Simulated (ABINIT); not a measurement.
# AgGeF3 (Pm-3m): zone-centre phonons

Which modes does AgGeF3 (Pm-3m) have at the zone centre?

Main program and level: ABINIT 10.8.3; DFT PBE, scalar-relativistic, plane waves, SPMS norm-conserving pseudopotentials.

The structure was built from a prototype and need not be the compound's stable phase.

## (1) The starting structure

The structure is cubic, space group Pm-3m (No. 221). The conventional cell has a = 4.371 Å, b = 4.371 Å, c = 4.371 Å, α = 90.00°, β = 90.00°, γ = 90.00°. Nearest to Ag lie 12 F at 3.09 Å. Nearest to Ge lie 6 F at 2.19 Å. Nearest to F lie 2 Ge at 2.19 Å. Farther neighbours and most contacts between anions are not listed.

As a file:

```cif
data_structure
_symmetry_space_group_name_H-M 'Pm-3m'
_symmetry_Int_Tables_number 221
_cell_length_a 4.3708
_cell_length_b 4.3708
_cell_length_c 4.3708
_cell_angle_alpha 90.000
_cell_angle_beta 90.000
_cell_angle_gamma 90.000
_cell_volume 83.50
loop_
_atom_site_label
_atom_site_type_symbol
_atom_site_symmetry_multiplicity
_atom_site_Wyckoff_symbol
_atom_site_fract_x
_atom_site_fract_y
_atom_site_fract_z
_atom_site_occupancy
Ag1 Ag 1 a 0.00000 0.00000 0.00000 1
Ge1 Ge 1 b 0.50000 0.50000 0.50000 1
F1 F 3 c 0.50000 0.50000 0.00000 1
```

## (2) A probe with smearing

A first run with smearing and empty bands tells whether the crystal has a gap, which decides between fixed occupations and smearing later on.

probe.abi reads:

```
# ground state
tolvrs 1.0d-08
prtden 1
prtwf 1

# basis, mesh and filling
ecut 40.0
ngkpt 4 4 4
nshiftk 1
shiftk 0.0 0.0 0.0
istwfk *1
occopt 7
tsmear 0.005
nband 37
nstep 100
diemac 9.0
prtebands 0
prtgsr 0
useylm 1

# cell and atoms
acell 3*1.0 Angstrom
rprim 
    4.3708 0.0 0.0
    0.0 4.3708 0.0
    0.0 0.0 4.3708
ntypat 3
znucl 47 32 9
natom 5
typat 1 2 3 3 3
xred 
    0.0 0.0 0.0
    0.5 0.5 0.5
    0.5 0.5 0.0
    0.5 0.0 0.5
    0.0 0.5 0.5
pp_dirpath "./pseudo"
pseudos "Ag.psp8, Ge.psp8, F.psp8"
```

The run is started by

```sh
$ OMP_NUM_THREADS=1 mpirun -n 4 abinit probe.abi > probe.log
```

Numbers of over 12 decimals in the logs are rounded to 6 here.

probe.abo, the main output file:

```text
[banners, grids, parts of the stress and lines that vanish by symmetry left out]
- input  file    -> probe.abi
- output file    -> probe.abo
- root for input  files -> probei
[...]
Symmetries : space group Pm -3 m (#221); Bravais cP (primitive cubic)
[...]
mpw =        6859          nfft =      110592          nkpt =          10
[...]
== DATASET  1 ==================================================================
[...]
cutoff_energies: {ecut:  40.0, pawecutdg:  -1.0, }
[...]
Exchange-correlation functional for the present dataset will be:
  GGA: Perdew-Burke-Ernzerhof functional - ixc=11
[...]
ETOT  1  -302.73670048942    -3.027E+02 1.041E-01 8.250E+02
 ETOT  2  -302.66324626451     7.345E-02 6.273E-03 1.232E+03
 ETOT  3  -303.09612034447    -4.329E-01 4.566E-03 5.827E+01
 ETOT  4  -303.10849211750    -1.237E-02 4.222E-04 8.505E-01
 ETOT  5  -303.10858920973    -9.709E-05 3.651E-04 1.482E-01
[...]
ETOT 10  -303.10861432186    -2.491E-10 5.554E-05 3.547E-07
 ETOT 11  -303.10861432189    -2.967E-11 8.169E-05 2.543E-10
 At SCF step   11       vres2   =  2.54E-10 < tolvrs=  1.00E-08 =>converged.
[...]
sigma(1 1)=  1.00758957E-05  sigma(3 2)=  0.00000000E+00
  sigma(2 2)=  1.00758957E-05  sigma(3 1)=  0.00000000E+00
  sigma(3 3)=  1.00758957E-05  sigma(2 1)=  0.00000000E+00
[...]
convergence: {deltae: -2.967E-11, res2:  2.543E-10, residm:  8.169E-05, diffor: null, }
etotal    :  -3.03108614E+02
[...]
sigma(1 1)=  1.00758957E-05  sigma(3 2)=  0.00000000E+00
  sigma(2 2)=  1.00758957E-05  sigma(3 1)=  0.00000000E+00
  sigma(3 3)=  1.00758957E-05  sigma(2 1)=  0.00000000E+00
[...]
- sigma(1 1)=  2.96443087E-01  sigma(3 2)=  0.00000000E+00
- sigma(2 2)=  2.96443087E-01  sigma(3 1)=  0.00000000E+00
- sigma(3 3)=  2.96443087E-01  sigma(2 1)=  0.00000000E+00
[...]
fcart     -0.0000000000E+00 -0.0000000000E+00 -0.0000000000E+00
           strten      1.0075895717E-05  1.0075895717E-05  1.0075895717E-05
================================================================================

[key lines of the parts left out:]
pressure_GPa:  -2.9644E-01
```

Wall time 32 s (4 MPI ranks of Arm Neoverse V1, shared host); 2.1 min of CPU time.

This step gave:

* volume per atom: 16.70 Å³
* pressure: -0.2964 GPa
* gap on the k-mesh: 0 eV

No gap opens on this mesh, so smearing is kept; the printed pressure holds the stress of the finite basis too.

## (3) Rough relaxation

The typed start is rough, so a first relaxation with smearing and loose thresholds takes it towards rest cheaply.

prerelax.abi reads:

```
# relaxation
ionmov 2
optcell 2
dilatmx 1.15
chkdilatmx 0
ntime 40
tolmxf 3.0d-04
tolvrs 1.0d-10
prtwf 0
prtden 0
chksymtnons 0

# basis, mesh and filling
ecut 40.0
ecutsm 3.0
ngkpt 4 4 4
nshiftk 1
shiftk 0.0 0.0 0.0
istwfk *1
occopt 7
tsmear 0.005
nband 37
nstep 100
diemac 1000000.0
prtebands 0
prtgsr 0
useylm 1

# cell and atoms
acell 3*1.0 Angstrom
rprim 
    4.3708 0.0 0.0
    0.0 4.3708 0.0
    0.0 0.0 4.3708
ntypat 3
znucl 47 32 9
natom 5
typat 1 2 3 3 3
xred 
    0.0 0.0 0.0
    0.5 0.5 0.5
    0.5 0.5 0.0
    0.5 0.0 0.5
    0.0 0.5 0.5
pp_dirpath "./pseudo"
pseudos "Ag.psp8, Ge.psp8, F.psp8"
```

The run is started by

```sh
$ OMP_NUM_THREADS=1 mpirun -n 4 abinit prerelax.abi > prerelax.log
```

prerelax.abo, the main output file:

```text
[banners, grids, parts of the stress and lines that vanish by symmetry left out]
- input  file    -> prerelax.abi
- output file    -> prerelax.abo
- root for input  files -> prerelaxi
[...]
Symmetries : space group Pm -3 m (#221); Bravais cP (primitive cubic)
[...]
mpw =       10432          nfft =      216000          nkpt =          10
[...]
== DATASET  1 ==================================================================
[...]
cutoff_energies: {ecut:  40.0, pawecutdg:  -1.0, }
[...]
Exchange-correlation functional for the present dataset will be:
  GGA: Perdew-Burke-Ernzerhof functional - ixc=11
[...]
ETOT  1  -302.69483763676    -3.027E+02 8.998E-02 1.593E+03
 ETOT  2  -302.74429384175    -4.946E-02 4.532E-03 1.852E+03
 ETOT  3  -303.09765452773    -3.534E-01 3.872E-03 1.092E+02
 ETOT  4  -303.10842462384    -1.077E-02 1.118E-03 2.460E+00
[...]
ETOT 11  -303.10858564572     1.756E-11 4.074E-06 4.466E-12
 At SCF step   11       vres2   =  4.47E-12 < tolvrs=  1.00E-10 =>converged.
[...]
sigma(1 1)=  8.51721159E-09  sigma(3 2)=  0.00000000E+00
  sigma(2 2)=  8.51721158E-09  sigma(3 1)=  0.00000000E+00
  sigma(3 3)=  8.51721157E-09  sigma(2 1)=  0.00000000E+00
[...]
convergence: {deltae:  1.756E-11, res2:  4.466E-12, residm:  4.074E-06, diffor: null, }
etotal    :  -3.03108586E+02
[...]
At Broyd/MD step   3, gradients are converged :
[...]
sigma(1 1)=  8.51721159E-09  sigma(3 2)=  0.00000000E+00
  sigma(2 2)=  8.51721158E-09  sigma(3 1)=  0.00000000E+00
  sigma(3 3)=  8.51721157E-09  sigma(2 1)=  0.00000000E+00
[...]
- sigma(1 1)=  2.50585016E-04  sigma(3 2)=  0.00000000E+00
- sigma(2 2)=  2.50585016E-04  sigma(3 1)=  0.00000000E+00
- sigma(3 3)=  2.50585016E-04  sigma(2 1)=  0.00000000E+00
[...]
fcart     -0.0000000000E+00 -0.0000000000E+00 -0.0000000000E+00
           strten      8.5172115905E-09  8.5172115766E-09  8.5172115749E-09
================================================================================

[key lines of the parts left out:]
pressure_GPa:  -2.5059E-04
Total energy (etotal) [Ha]= -3.03108585645719E+02
```

Run time: 2.6 min. Hardware: 4 MPI ranks; 11 min of CPU time.

Relaxation path:

```
step  energy less that of the first step (eV)  largest force (eV/Å)  volume (Å³)
   1                                   0.0000                0.0000        83.50
   2                                  -0.0001                0.0000        83.43
   3                                  -0.0004                0.0000        83.03
```

```
conventional cell, symmetrised  before  after  change
                         a (Å)   4.371  4.363  -0.2 %
                         b (Å)   4.371  4.363  -0.2 %
                         c (Å)   4.371  4.363  -0.2 %
              volume (Å³/atom)   16.70  16.61  -0.6 %
```

Final coordinates:

```cif
data_structure
_symmetry_space_group_name_H-M 'P 1'
_symmetry_Int_Tables_number 1
_cell_length_a 4.3626
_cell_length_b 4.3626
_cell_length_c 4.3626
_cell_angle_alpha 90.000
_cell_angle_beta 90.000
_cell_angle_gamma 90.000
_cell_volume 83.03
loop_
_atom_site_label
_atom_site_type_symbol
_atom_site_fract_x
_atom_site_fract_y
_atom_site_fract_z
_atom_site_occupancy
Ag1 Ag 0.00000 0.00000 0.00000 1
Ge2 Ge 0.50000 0.50000 0.50000 1
F3 F 0.50000 0.50000 0.00000 1
F4 F 0.50000 0.00000 0.50000 1
F5 F 0.00000 0.50000 0.50000 1
```

Read from the output:

```
volume per atom : 16.61 Å³
pressure        : -2.51e-4 GPa
```

The volume changes by -0.6 % in this run and stands -0.6 % from the first cell.

## (4) Relaxing the cell and atoms

The harmonic expansion needs vanishing forces, and a free crystal bears no stress, so cell and atoms are brought to rest. Stress is more sensitive to the basis than forces are: the last 3 Ha under the cutoff are smoothed with ecutsm, and the cutoff is raised above that of the later runs.

relax.abi reads:

```
# relaxation
ionmov 2
optcell 2
dilatmx 1.08
ntime 40
tolmxf 1.0d-05
tolvrs 1.0d-14
prtwf 0
prtden 0
chksymtnons 0

# basis, mesh and filling
ecut 49.0
ecutsm 3.0
ngkpt 6 6 6
nshiftk 1
shiftk 0.0 0.0 0.0
istwfk *1
occopt 6
tsmear 0.01
nband 37
nstep 100
diemac 1000000.0
prtebands 0
prtgsr 0
useylm 1

# cell and atoms
acell 3*1.0 Angstrom
rprim 
    4.362635683 0.0 0.0
    0.0 4.362635683 0.0
    0.0 0.0 4.362635683
ntypat 3
znucl 47 32 9
natom 5
typat 1 2 3 3 3
xred 
    0.0 0.0 0.0
    0.5 0.5 0.5
    0.5 0.5 0.0
    0.5 0.0 0.5
    0.0 0.5 0.5
pp_dirpath "./pseudo"
pseudos "Ag.psp8, Ge.psp8, F.psp8"
```

The run is started by

```sh
$ OMP_NUM_THREADS=1 mpirun -n 4 abinit relax.abi > relax.log
```

relax.abo, the main output file:

```text
[banners, grids, parts of the stress and lines that vanish by symmetry left out]
- input  file    -> relax.abi
- output file    -> relax.abo
- root for input  files -> relaxi
[...]
Symmetries : space group Pm -3 m (#221); Bravais cP (primitive cubic)
[...]
mpw =       11656          nfft =      216000          nkpt =          20
[...]
== DATASET  1 ==================================================================
[...]
cutoff_energies: {ecut:  49.0, pawecutdg:  -1.0, }
[...]
Exchange-correlation functional for the present dataset will be:
  GGA: Perdew-Burke-Ernzerhof functional - ixc=11
[...]
ETOT  1  -302.70626537497    -3.027E+02 9.056E-02 1.615E+03
 ETOT  2  -302.73069875699    -2.443E-02 1.899E-02 1.918E+03
 ETOT  3  -303.09819555074    -3.675E-01 6.775E-03 1.056E+02
 ETOT  4  -303.10895378746    -1.076E-02 9.932E-04 7.129E-01
 ETOT  5  -303.10902222158    -6.843E-05 8.808E-04 3.071E-01
[...]
At SCF step   14       vres2   =  3.40E-15 < tolvrs=  1.00E-14 =>converged.
[...]
sigma(1 1)=  8.84589833E-06  sigma(3 2)=  0.00000000E+00
  sigma(2 2)=  8.84589833E-06  sigma(3 1)=  0.00000000E+00
  sigma(3 3)=  8.84589833E-06  sigma(2 1)=  0.00000000E+00
[...]
convergence: {deltae:  1.535E-12, res2:  3.399E-15, residm:  4.416E-05, diffor: null, }
etotal    :  -3.03109044E+02
[...]
ETOT  1  -303.10900007224    -3.031E+02 2.307E-05 3.850E-01
[...]
At SCF step   12       vres2   =  4.21E-15 < tolvrs=  1.00E-14 =>converged.
[...]
sigma(1 1)=  7.41587203E-06  sigma(3 2)=  0.00000000E+00
  sigma(2 2)=  7.41587203E-06  sigma(3 1)=  0.00000000E+00
  sigma(3 3)=  7.41587203E-06  sigma(2 1)=  0.00000000E+00
[...]
convergence: {deltae: -2.962E-11, res2:  4.209E-15, residm:  6.071E-06, diffor: null, }
etotal    :  -3.03109048E+02
[...]
ETOT  1  -303.10781196081    -3.031E+02 1.479E+01 1.016E+01
[...]
ETOT 12  -303.10905610839     4.150E-12 5.787E-06 9.358E-14
 ETOT 13  -303.10905610840    -4.491E-12 6.170E-06 3.713E-15
 At SCF step   13       vres2   =  3.71E-15 < tolvrs=  1.00E-14 =>converged.
[...]
sigma(1 1)= -4.05558489E-08  sigma(3 2)=  0.00000000E+00
  sigma(2 2)= -4.05558489E-08  sigma(3 1)=  0.00000000E+00
  sigma(3 3)= -4.05558490E-08  sigma(2 1)=  0.00000000E+00
[...]
convergence: {deltae: -4.491E-12, res2:  3.713E-15, residm:  6.170E-06, diffor: null, }
etotal    :  -3.03109056E+02
[...]
At Broyd/MD step   3, gradients are converged :
[...]
sigma(1 1)= -4.05558489E-08  sigma(3 2)=  0.00000000E+00
  sigma(2 2)= -4.05558489E-08  sigma(3 1)=  0.00000000E+00
  sigma(3 3)= -4.05558490E-08  sigma(2 1)=  0.00000000E+00
[...]
- sigma(1 1)= -1.19319427E-03  sigma(3 2)=  0.00000000E+00
- sigma(2 2)= -1.19319427E-03  sigma(3 1)=  0.00000000E+00
- sigma(3 3)= -1.19319427E-03  sigma(2 1)=  0.00000000E+00
[...]
fcart     -0.0000000000E+00 -0.0000000000E+00 -0.0000000000E+00
           strten     -4.0555848946E-08 -4.0555848950E-08 -4.0555848959E-08
================================================================================

[key lines of the parts left out:]
pressure_GPa:   1.1932E-03
Total energy (etotal) [Ha]= -3.03109056108398E+02
```

The job ended after 5.7 min (4 MPI ranks; 23 min of CPU time).

Relaxation path:

```
step  energy less that of the first step (eV)  largest force (eV/Å)  volume (Å³)
   1                                   0.0000                0.0000        83.03
   2                                  -0.0001                0.0000        82.97
   3                                  -0.0003                0.0000        82.63
```

```
conventional cell, symmetrised  before  after  change
                         a (Å)   4.363  4.356  -0.2 %
                         b (Å)   4.363  4.356  -0.2 %
                         c (Å)   4.363  4.356  -0.2 %
              volume (Å³/atom)   16.61  16.53  -0.5 %
```

Final coordinates:

```xyz
5
Lattice="4.3555 0.0000 0.0000 0.0000 4.3555 0.0000 0.0000 0.0000 4.3555" Properties=species:S:1:pos:R:3 pbc="T T T"
Ag    0.0000    0.0000    0.0000
Ge    2.1778    2.1778    2.1778
F     2.1778    2.1778    0.0000
F     2.1778    0.0000    2.1778
F     0.0000    2.1778    2.1778
```

This step gave:

```
volume per atom : 16.53 Å³
pressure        : 0.001193 GPa
```

The volume changes by -0.5 % in this run and stands -1.0 % from the first cell.

## (5) Ground state

The response is built on these wavefunctions, so the potential is converged far more tightly than an energy would need. Smearing stays on, as the first look found no gap above 0.3 eV.

gs.abi reads:

```
# ground state
tolvrs 1.0d-16
prtden 1
prtwf 1

# basis, mesh and filling
ecut 40.0
ngkpt 6 6 6
nshiftk 1
shiftk 0.0 0.0 0.0
istwfk *1
occopt 6
tsmear 0.01
nband 37
nstep 100
diemac 1000000.0
prtebands 0
prtgsr 0
useylm 1

# cell and atoms
acell 3*1.0 Angstrom
rprim 
    4.355503524 0.0 0.0
    0.0 4.355503524 0.0
    0.0 0.0 4.355503524
ntypat 3
znucl 47 32 9
natom 5
typat 1 2 3 3 3
xred 
    0.0 0.0 0.0
    0.5 0.5 0.5
    0.5 0.5 0.0
    0.5 0.0 0.5
    0.0 0.5 0.5
pp_dirpath "./pseudo"
pseudos "Ag.psp8, Ge.psp8, F.psp8"
```

The run is started by

```sh
$ OMP_NUM_THREADS=1 mpirun -n 4 abinit gs.abi > gs.log
```

gs.abo, the main output file:

```text
[banners, grids, parts of the stress and lines that vanish by symmetry left out]
- input  file    -> gs.abi
- output file    -> gs.abo
- root for input  files -> gsi
[...]
Symmetries : space group Pm -3 m (#221); Bravais cP (primitive cubic)
[...]
mpw =        6816          nfft =      110592          nkpt =          20
[...]
== DATASET  1 ==================================================================
[...]
cutoff_energies: {ecut:  40.0, pawecutdg:  -1.0, }
[...]
Exchange-correlation functional for the present dataset will be:
  GGA: Perdew-Burke-Ernzerhof functional - ixc=11
[...]
ETOT  1  -302.72463219862    -3.027E+02 8.952E-02 8.152E+02
 ETOT  2  -302.75994878777    -3.532E-02 2.144E-02 9.184E+02
 ETOT  3  -303.09766954252    -3.377E-01 6.355E-03 5.429E+01
 ETOT  4  -303.10898570251    -1.132E-02 1.982E-03 2.071E-01
 ETOT  5  -303.10900800323    -2.230E-05 1.102E-03 7.567E-02
[...]
ETOT 14  -303.10901777614     1.933E-12 2.164E-05 2.076E-15
 ETOT 15  -303.10901777613     1.501E-11 7.200E-06 8.510E-17
 At SCF step   15       vres2   =  8.51E-17 < tolvrs=  1.00E-16 =>converged.
[...]
sigma(1 1)=  5.70388207E-07  sigma(3 2)=  0.00000000E+00
  sigma(2 2)=  5.70388207E-07  sigma(3 1)=  0.00000000E+00
  sigma(3 3)=  5.70388207E-07  sigma(2 1)=  0.00000000E+00
[...]
convergence: {deltae:  1.501E-11, res2:  8.510E-17, residm:  7.200E-06, diffor: null, }
etotal    :  -3.03109018E+02
[...]
sigma(1 1)=  5.70388207E-07  sigma(3 2)=  0.00000000E+00
  sigma(2 2)=  5.70388207E-07  sigma(3 1)=  0.00000000E+00
  sigma(3 3)=  5.70388207E-07  sigma(2 1)=  0.00000000E+00
[...]
- sigma(1 1)=  1.67814004E-02  sigma(3 2)=  0.00000000E+00
- sigma(2 2)=  1.67814004E-02  sigma(3 1)=  0.00000000E+00
- sigma(3 3)=  1.67814004E-02  sigma(2 1)=  0.00000000E+00
[...]
fcart     -0.0000000000E+00 -0.0000000000E+00 -0.0000000000E+00
           strten      5.7038820743E-07  5.7038820743E-07  5.7038820743E-07
================================================================================

[key lines of the parts left out:]
pressure_GPa:  -1.6781E-02
```

Elapsed: 69 s, on 4 MPI ranks; 4.6 min of CPU time.

Read from the output:

```
pressure : -0.01678 GPa
```

The cell stands at -0.017 GPa, close enough for phonons.

(Part 1 of 3 ends here.)

[Host names and launcher messages were left out of these logs when they were recorded.]

[Logs are printed without paths, hosts, clocks, repeated set-up lines and the standing remarks that a program may print on its own settings, such as how far it seeks lower states.]

[Hosts, paths, dates, database ids (printed as entryN), source tags and the programs' standing remarks are cut or masked in the printed files.]
